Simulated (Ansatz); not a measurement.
# Al on W(100), one layer, both faces: core shifts and d bands, part 3 of 4

Wanted: the photoemission signature of Al on W(100), one layer, both faces. Spin–orbit coupling is left out of the bands throughout.

Ansatz 0.2.0; DFT, LDA, plane-wave PAW, default files, scalar-relativistic.

So far, work function, upper face (eV): step 2 (the clean face) 4.42; step 3 (relaxation) 3.50.

**4. Bands by layer (continued)**

A(k,E), middle over k along the path and E. Zero: Fermi level.

Values in eV⁻¹, 12 rows by 16 columns, each cell a mean:
```
0.54 0.40 0.30 0.27 0.30 0.72 0.69 0.95 1.02 1.16 0.85 0.56 0.24 0.30 0.39 0.54
0.44 0.38 0.26 0.31 0.44 0.64 0.69 0.72 0.77 0.68 0.42 0.52 0.54 0.40 0.42 0.44
0.81 0.34 0.26 0.19 0.33 0.59 1.49 0.86 0.37 0.51 0.80 0.72 0.68 0.33 0.34 0.81
0.21 0.60 0.24 0.29 0.62 1.72 1.52 1.70 1.07 0.70 0.66 0.58 0.56 0.44 0.66 0.20
0.56 0.58 0.88 0.82 1.22 0.48 0.19 0.34 1.05 0.82 0.51 0.80 1.09 1.31 0.61 0.57
0.63 1.05 1.43 1.27 0.65 0.31 0.23 0.26 0.35 0.89 1.44 1.25 1.11 1.22 1.16 0.63
1.45 1.41 1.06 1.29 0.58 0.27 0.19 0.23 0.35 0.49 0.28 0.28 0.32 0.31 1.03 1.44
0.30 0.38 1.10 0.78 0.84 0.39 0.25 0.34 0.75 0.74 0.32 0.13 0.19 0.70 0.47 0.30
0.89 0.76 0.35 0.56 0.65 0.83 0.83 0.81 0.46 0.23 0.44 0.64 1.14 1.06 0.84 0.89
0.19 0.19 0.14 0.11 0.29 0.60 0.74 0.67 0.60 0.63 0.81 1.02 0.66 0.31 0.24 0.19
0.23 0.21 0.22 0.12 0.06 0.08 0.10 0.09 0.08 0.15 0.38 0.20 0.10 0.09 0.17 0.23
0.04 0.04 0.08 0.20 0.08 0.03 0.03 0.03 0.07 0.24 0.09 0.05 0.04 0.03 0.03 0.04
```
Columns: k along the path (Å⁻¹) from 0 to 3.38; rows upwards: E (eV) from -7.7 to 1.29.

Peaks of A(k,E) at the labelled points: for each region the eleven nearest the zero at most, each over 6 % of that point's highest, less those above the energy where the solved bands run out; weight and spread sum the levels within three half widths or 0.3 eV, so near peaks share levels. Peaks of the spectral function, the first 40 of 69 rows:

| point | weight on | E (eV) | A (1/eV) | weight near the peak | rms spread of levels (eV) |
| --- | --- | --- | --- | --- | --- |
| M | total | -6.44 | 1.699 | 1 | 0 |
| M | total | -5.04 | 3.257 | 2 | 0.032 |
| M | total | -3.44 | 6.388 | 4 | 0.031 |
| M | total | -2.24 | 3.437 | 2 | 0 |
| M | total | -0.3 | 3.493 | 2 | 0 |
| M | total | 0.38 | 2.337 | 3 | 0.261 |
| M | total | 0.92 | 3.621 | 4 | 0.375 |
| M | top | -6.44 | 0.642 | 0.385 | 0 |
| M | top | -5 | 0.895 | 0.538 | 0.024 |
| M | top | -3.42 | 1.903 | 1.187 | 0.03 |
| M | top | -2.24 | 1.168 | 0.685 | 0 |
| M | top | -0.3 | 0.975 | 0.537 | 0 |
| M | top | 0.38 | 0.939 | 1.195 | 0.263 |
| M | top | 0.9 | 1.4 | 1.674 | 0.389 |
| M | middle | -6.44 | 0.412 | 0.229 | 0 |
| M | middle | -5.06 | 1.511 | 0.923 | 0.02 |
| M | middle | -3.44 | 2.588 | 1.622 | 0.029 |
| M | middle | -2.24 | 1.099 | 0.628 | 0 |
| M | middle | -0.3 | 1.541 | 0.925 | 0 |
| M | middle | 0.36 | 0.463 | 0.61 | 0.244 |
| M | middle | 0.94 | 0.825 | 0.651 | 0.281 |
| Γ | total | -5.72 | 1.961 | 2 | 0.234 |
| Γ | total | -5.28 | 2.144 | 3 | 0.385 |
| Γ | total | -4.8 | 2.026 | 2 | 0.238 |
| Γ | total | -3.9 | 1.837 | 1 | 0 |
| Γ | total | -2.96 | 1.789 | 1 | 0 |
| Γ | total | -1.02 | 4.439 | 5 | 0.249 |
| Γ | total | -0.52 | 4.223 | 5 | 0.249 |
| Γ | total | 0.34 | 2.251 | 1 | 0 |
| Γ | top | -5.72 | 0.366 | 0.365 | 0.233 |
| Γ | top | -5.26 | 0.472 | 0.753 | 0.383 |
| Γ | top | -4.8 | 0.725 | 0.583 | 0.225 |
| Γ | top | -3.9 | 0.771 | 0.434 | 0 |
| Γ | top | -2.96 | 0.721 | 0.414 | 0 |
| Γ | top | -0.5 | 1.178 | 1.112 | 0.245 |
| Γ | top | 0.34 | 0.644 | 0.265 | 0 |
| Γ | top | 1.3 | 1.943 | 1.931 | 0.199 |
| Γ | middle | -5.72 | 1.228 | 1.269 | 0.234 |
| Γ | middle | -5.28 | 1.207 | 1.492 | 0.335 |
| Γ | middle | -3.9 | 0.294 | 0.132 | 0 |

The DOS has structure finer than the step of the table below, so its rows give means over 0.5 eV, whole bins alone (the curve runs from -11.6 to 2.02 eV). Peaks (eV: height): total -2.98: 26.9, -2.48: 28.1, 0.12: 21.5, 1.43: 32.7; W 5d -3.98: 12.2, -2.98: 23.2, 0.12: 17.6, 1.43: 15.2; Al 3p -2.17: 7.53, -0.78: 3.70, 1.43: 10.9; W 6s -7.47: 2.00, -6.47: 1.89, -5.28: 2.05, -4.67: 1.86; Al 3s -7.47: 1.57, -6.47: 2.20, -5.47: 2.54, 1.43: 3.85.

* holds the states left over by the projection beside any projected weight of its own. Table of DOS by E, zero at the Fermi level; means over each step; values in states/eV/cell:

| E (eV) | total | W 5d | Al 3p | W 6s | Al 3s | W 6p* |
| --- | --- | --- | --- | --- | --- | --- |
| -10.5 | 0 | 0 | 0 | 0 | 0 | 0 |
| -10.0 | 0.0653 | 7.6e-4 | 0.00347 | 0.0452 | 0.0157 | 1.7e-4 |
| -9.5 | 0.958 | 0.0113 | 0.0719 | 0.643 | 0.226 | 0.00505 |
| -9.0 | 1.32 | 0.0200 | 0.164 | 0.820 | 0.303 | 0.0156 |
| -8.5 | 2.13 | 0.0727 | 0.289 | 1.08 | 0.651 | 0.0422 |
| -8.0 | 2.98 | 0.197 | 0.477 | 1.22 | 1.02 | 0.0639 |
| -7.5 | 3.95 | 0.413 | 0.835 | 1.42 | 1.19 | 0.0919 |
| -7.0 | 3.62 | 0.687 | 0.819 | 0.985 | 1.05 | 0.0760 |
| -6.5 | 7.16 | 2.50 | 1.30 | 1.45 | 1.78 | 0.133 |
| -6.0 | 7.07 | 3.60 | 0.867 | 0.978 | 1.52 | 0.110 |
| -5.5 | 11.7 | 6.13 | 1.07 | 1.94 | 2.31 | 0.243 |
| -5.0 | 11.8 | 7.90 | 0.895 | 1.34 | 1.45 | 0.186 |
| -4.5 | 12.5 | 8.59 | 1.32 | 1.26 | 1.12 | 0.248 |
| -4.0 | 13.7 | 9.96 | 1.68 | 0.791 | 1.02 | 0.289 |
| -3.5 | 9.78 | 7.36 | 1.43 | 0.272 | 0.522 | 0.192 |
| -3.0 | 20.1 | 17.2 | 2.14 | 0.210 | 0.218 | 0.396 |
| -2.5 | 25.3 | 18.2 | 5.70 | 0.308 | 0.498 | 0.676 |
| -2.0 | 19.3 | 12.9 | 4.82 | 0.411 | 0.419 | 0.666 |
| -1.5 | 11.8 | 8.15 | 2.45 | 0.459 | 0.253 | 0.472 |
| -1.0 | 13.0 | 9.08 | 2.48 | 0.642 | 0.255 | 0.577 |
| -0.5 | 9.10 | 5.75 | 2.09 | 0.466 | 0.264 | 0.532 |
| 0.0 | 15.1 | 12.1 | 1.67 | 0.403 | 0.277 | 0.641 |
| 0.5 | 11.0 | 8.45 | 1.29 | 0.349 | 0.436 | 0.497 |
| 1.0 | 16.1 | 7.95 | 4.94 | 0.541 | 2.03 | 0.626 |
| 1.5 | 23.0 | 11.4 | 7.41 | 0.772 | 2.45 | 0.993 |

This run's widths, added to any smearing of the DOS itself: Gaussian 0.35 eV, Lorentzian 0.1 eV plus 0.03 an eV of depth. Table of intensity by binding energy, zero at the Fermi level; values in % of the maximum within 13 eV:

| binding energy (eV) | 21.2 eV | 40.8 eV | 1486.7 eV | 5414.7 eV | 5950 eV |
| --- | --- | --- | --- | --- | --- |
| -1.0 | 1.02 | 1.03 | 1.04 | 1.06 | 1.06 |
| -0.5 | 2.18 | 2.20 | 2.21 | 2.24 | 2.24 |
| 0.0 | 23.7 | 24.0 | 23.9 | 24.1 | 24.1 |
| 0.5 | 34.8 | 35.3 | 35.4 | 36.0 | 36.2 |
| 1.0 | 50.0 | 50.4 | 50.6 | 51.4 | 51.5 |
| 1.5 | 49.6 | 49.9 | 50.1 | 50.6 | 50.7 |
| 2.0 | 73.6 | 74.5 | 74.2 | 74.4 | 74.5 |
| 2.5 | 98.4 | 99.1 | 98.7 | 98.6 | 98.6 |
| 3.0 | 90.3 | 89.9 | 90.2 | 90.2 | 90.2 |
| 3.5 | 48.7 | 48.9 | 49.4 | 49.7 | 49.7 |
| 4.0 | 54.1 | 54.4 | 55.8 | 56.6 | 56.8 |
| 4.5 | 48.0 | 48.3 | 50.3 | 51.7 | 52.0 |
| 5.0 | 43.2 | 43.7 | 46.1 | 47.8 | 48.1 |
| 5.5 | 34.0 | 35.0 | 38.1 | 40.1 | 40.6 |
| 6.0 | 22.2 | 23.1 | 25.3 | 26.6 | 27.0 |
| 6.5 | 14.3 | 15.4 | 17.6 | 19.1 | 19.5 |
| 7.0 | 6.19 | 7.05 | 8.79 | 10.1 | 10.4 |
| 7.5 | 3.76 | 4.62 | 6.56 | 8.21 | 8.59 |
| 8.0 | 2.28 | 2.98 | 4.77 | 6.33 | 6.68 |
| 8.5 | 1.31 | 1.77 | 3.19 | 4.57 | 4.86 |
| 9.0 | 0.774 | 1.03 | 2.02 | 3.10 | 3.32 |
| 9.5 | 0.547 | 0.710 | 1.42 | 2.22 | 2.38 |
| 10.0 | 0.370 | 0.427 | 0.662 | 0.917 | 0.968 |
| 10.5 | 0.284 | 0.309 | 0.393 | 0.478 | 0.496 |
| 11.0 | 0.235 | 0.251 | 0.301 | 0.348 | 0.358 |
| 11.5 | - | 0.211 | 0.246 | 0.278 | 0.285 |

Maxima picked by a test of local sharpness, so broad peaks and shoulders can be missing; peaks within 0.45 eV of a curve's cut are left out. Valence peaks, by row:

| photon energy (eV) | binding energy (eV) | height (% of the maximum within 13 eV) | main shell | its share (%) |
| --- | --- | --- | --- | --- |
| 21.2 | 4.05 | 54.57 | W 5d | 99.14 |
| 21.2 | 2.75 | 100 | W 5d | 99.49 |
| 21.2 | 1.15 | 51.57 | W 5d | 99.22 |
| 40.8 | 4.05 | 54.85 | W 5d | 97.11 |
| 40.8 | 2.7 | 100 | W 5d | 97.87 |
| 40.8 | 1.15 | 51.81 | W 5d | 97.48 |
| 1487 | 4.05 | 56.26 | W 5d | 95.08 |
| 1487 | 2.75 | 100 | W 5d | 98.36 |
| 1487 | 1.15 | 52.05 | W 5d | 97.2 |
| 5415 | 4.05 | 57.12 | W 5d | 93.44 |
| 5415 | 2.75 | 100 | W 5d | 98.15 |
| 5415 | 1.1 | 52.68 | W 5d | 95.79 |
| 5950 | 4.05 | 57.32 | W 5d | 93 |
| 5950 | 2.75 | 100 | W 5d | 98.04 |
| 5950 | 1.1 | 52.8 | W 5d | 95.46 |

From the Fermi level. Table of planar mean, electrostatic potential by z:

| z (Å) | planar mean, electrostatic potential (eV) |
| --- | --- |
| 0 | 3.50 |
| 1 | 3.50 |
| 2 | 3.50 |
| 3 | 3.50 |
| 4 | 3.49 |
| 5 | 3.37 |
| 6 | 2.06 |
| 7 | -4.24 |
| 8 | -10.2 |
| 9 | -13.3 |
| 10 | -14.7 |
| 11 | -10.5 |
| 12 | -13.7 |
| 13 | -5.08 |
| 14 | 0.340 |
| 15 | 3.21 |
| 16 | 3.47 |
| 17 | 3.50 |
| 18 | 3.50 |
| 19 | 3.50 |
| 20 | 3.50 |

Shapes are the site's partial DOS without matrix elements, which overweights lines from ligand s bands. Table of intensity by emission energy less the core level's binding energy, zero at the Fermi level; read off at these points; values in % of the unpolarised maximum:

| emission energy less the core level's binding energy (eV) | Al K-beta | Al K-beta, E along x | Al K-beta, E along y | Al K-beta, E along z | Al L2,3 | W L-beta5 |
| --- | --- | --- | --- | --- | --- | --- |
| -11.50 | 0.607 | 0.682 | 0.682 | 0.455 | 0.525 | 11.9 |
| -11.00 | 0.757 | 0.844 | 0.844 | 0.580 | 0.724 | 13.4 |
| -10.50 | 1.00 | 1.10 | 1.10 | 0.813 | 1.13 | 15.3 |
| -10.00 | 1.54 | 1.59 | 1.59 | 1.43 | 2.77 | 17.5 |
| -9.50 | 2.78 | 2.77 | 2.77 | 2.81 | 10.5 | 20.2 |
| -9.00 | 4.53 | 4.83 | 4.83 | 3.92 | 15.5 | 23.6 |
| -8.50 | 7.14 | 8.19 | 8.19 | 5.04 | 28.8 | 27.6 |
| -8.00 | 10.8 | 13.1 | 13.1 | 6.15 | 44.9 | 32.5 |
| -7.50 | 15.2 | 19.1 | 19.1 | 7.55 | 53.2 | 38.4 |
| -7.00 | 17.7 | 22.3 | 22.3 | 8.59 | 49.9 | 45.2 |
| -6.50 | 21.7 | 26.4 | 26.4 | 12.3 | 77.0 | 52.9 |
| -6.00 | 20.3 | 24.1 | 24.1 | 12.5 | 70.2 | 61.2 |
| -5.50 | 21.6 | 25.1 | 25.1 | 14.7 | 98.5 | 69.7 |
| -5.00 | 22.4 | 24.8 | 24.8 | 17.8 | 65.5 | 78.0 |
| -4.50 | 27.2 | 26.5 | 26.5 | 28.5 | 51.4 | 85.7 |
| -4.00 | 33.1 | 28.5 | 28.5 | 42.3 | 46.3 | 92.2 |
| -3.78 | 35.2 | 30.2 | 30.2 | 45.2 | 41.2 | 94.6 |
| -3.50 | 35.6 | 34.9 | 34.9 | 37.1 | 25.1 | 97.1 |
| -3.00 | 51.1 | 62.0 | 62.0 | 29.1 | 12.3 | 99.7 |
| -2.50 | 90.8 | 111 | 111 | 50.2 | 25.0 | 99.4 |
| -2.28 | 99.8 | 122 | 122 | 55.9 | 20.8 | 98.3 |
| -2.00 | 84.3 | 101 | 101 | 51.3 | 20.9 | 96.0 |
| -1.50 | 54.5 | 60.3 | 60.3 | 42.8 | 12.2 | 89.7 |
| -1.00 | 48.6 | 51.0 | 51.0 | 43.5 | 11.7 | 81.5 |
| -0.50 | 39.6 | 38.3 | 38.3 | 42.0 | 12.3 | 72.0 |
| 0.00 | 18.3 | 14.9 | 14.9 | 23.3 | 5.18 | 62.2 |
| 0.50 | 5.66 | 5.34 | 5.34 | 5.95 | 0.320 | 52.7 |
| 1.00 | 3.03 | 3.06 | 3.06 | 2.87 | 0.249 | 44.3 |

Window up to 2.0 eV. Shell moments, by row:

| element | shell | occupied states an atom | centre of occupied part (eV) | rms width of occupied part (eV) | centre up to the window's top (eV) | rms width up to the window's top (eV) |
| --- | --- | --- | --- | --- | --- | --- |
| Al | 3s | 1.013 | -5.56 | 2.001 | -3.91 | 3.386 |
| Al | 3p | 1.972 | -3.158 | 2.09 | -1.725 | 2.676 |
| W | 6s | 0.702 | -5.735 | 2.384 | -5.006 | 3.079 |
| W | 6p* | 0.218 | -2.826 | 2.038 | -1.524 | 2.474 |
| W | 5d | 5.111 | -3.04 | 1.644 | -2.066 | 2.248 |

Recipe: projected DOS times atomic cross section and asymmetry factor (unpolarised light, 90° from the beam), occupied states only, Fermi edge at 77 K, a Lorentzian width of 0.1 eV growing by 0.03 eV per eV of binding energy, and a resolution of 0.35 eV. Each atom is damped by exp[−depth/(λ cos θ)], θ = 30° from the normal, λ from the universal curve. Curves are cut 10 eV under the photon energy, above any shell that the free atom's threshold puts out of reach, or at the lower edge of the window: 11.2 eV at 21.2 eV, 11.6 eV at 40.8 eV, 11.6 eV at 1486.7 eV, 11.6 eV at 5414.7 eV and 11.6 eV at 5950 eV. A star in tables and legends marks shells that hold the states left over by the projection (1.6 % of the filled ones), a stand-in for orbitals that the files don't project on. Matrix elements of the solid and inelastic losses aren't modelled, nor non-dipole terms, which matter above 3 keV.

How the area divides among the shells (%):

| shell | 21.2 eV | 40.8 eV | 1486.7 eV | 5414.7 eV | 5950 eV |
| --- | --- | --- | --- | --- | --- |
| Al 3s | 0.6 | 1.8 | 3.4 | 2.8 | 2.8 |
| Al 3p | 0.3 | 2.0 | 0.6 | 0.1 | 0.1 |
| W 6s | 0.1 | 0.1 | 2.4 | 5.8 | 6.3 |
| W 5d | 98.8 | 96.0 | 93.3 | 90.7 | 90.1 |

Cross sections used, in Mb an electron:

| shell | 21.2 eV | 40.8 eV | 1486.7 eV | 5414.7 eV | 5950 eV |
| --- | --- | --- | --- | --- | --- |
| Al 3s | 0.15 | 0.15 | 3.5e-4 | 1.3e-5 | 1.0e-5 |
| Al 3p | 0.070 | 0.10 | 4.0e-5 | 4.4e-7 | 3.1e-7 |
| W 6s | 0.033 | 0.013 | 2.4e-4 | 2.6e-5 | 2.2e-5 |
| W 5d | 5.5 | 1.7 | 0.0015 | 6.4e-5 | 4.8e-5 |

Regions along c: top from 11.3 to 17.0 Å, middle from 9.0 to 11.3 Å.

States with weight above 0.08 nearest the zero at M of the zone, within the window kept, -8.0 to 1.4 eV (levels that the program groups as degenerate share a row):

| E (eV) | weight, total | weight, top | weight, middle |
| --- | --- | --- | --- |
| -6.44 | 1.00 | 0.39 | 0.23 |
| -5.06 | 1.00 | 0.09 | 0.82 |
| -5.00 | 1.00 | 0.45 | 0.11 |
| -3.46 | 2.00 | 0.47 | 1.06 |
| -3.40 | 2.00 | 0.72 | 0.56 |
| -2.25 | 2.00 | 0.69 | 0.63 |
| -0.31 | 2.00 | 0.54 | 0.93 |
| 0.36 | 1.00 | 0.43 | 0.15 |
| 0.88 | 1.00 | 0.45 | 0.11 |
| 0.95 | 1.00 | 0.32 | 0.35 |

States with weight above 0.08 nearest the zero at Γ of the zone, within the window kept, -8.0 to 1.4 eV (levels that the program groups as degenerate share a row):

| E (eV) | weight, total | weight, top | weight, middle |
| --- | --- | --- | --- |
| -4.80 | 1.00 | 0.39 | 0.22 |
| -3.90 | 1.00 | 0.43 | 0.13 |
| -2.97 | 1.00 | 0.41 | 0.17 |
| -1.05 | 2.00 | 0.31 | 1.37 |
| -0.82 | 1.00 | 0.20 | 0.61 |
| -0.50 | 2.00 | 0.60 | 0.79 |
| 0.34 | 1.00 | 0.27 | 0.47 |
| 1.00 | 1.00 | 0.43 | 0.11 |
| 1.22 | 1.00 | 0.44 | 0.09 |
| 1.33 | 1.00 | 0.42 | 0.15 |

States with weight above 0.08 nearest the zero at X of the zone, within the window kept, -8.0 to 1.4 eV (levels that the program groups as degenerate share a row):

| E (eV) | weight, total | weight, top | weight, middle |
| --- | --- | --- | --- |
| -2.95 | 1.00 | 0.27 | 0.46 |
| -2.85 | 1.00 | 0.12 | 0.77 |
| -2.36 | 1.00 | 0.32 | 0.36 |
| -2.14 | 1.00 | 0.40 | 0.20 |
| -1.40 | 1.00 | 0.28 | 0.44 |
| -0.96 | 1.00 | 0.42 | 0.16 |
| -0.68 | 1.00 | 0.30 | 0.40 |
| 0.06 | 1.00 | 0.31 | 0.38 |
| 0.81 | 1.00 | 0.45 | 0.10 |
| 0.92 | 1.00 | 0.34 | 0.32 |

The largest force component on a free atom is 0.004 eV/Å, so the atoms are at rest for these settings too. At the Fermi level the DOS is 17.97 states/eV a cell, and on the broadened curves W 5d holds 82 % of the total there.

(Part 3 of 4 ends here.)

[Logs are printed without paths, hosts, clocks, repeated set-up lines and the standing remarks that a program may print on its own settings, such as how far it seeks lower states.]

[Hosts, paths, dates, database ids (printed as entryN), source tags and the programs' standing remarks are cut or masked in the printed files.]

[Maps of the electrostatic potential energy from Ansatz leave out the sawtooth potential of an applied field or a dipole correction, so their vacuum need not be flat; work functions include it.]
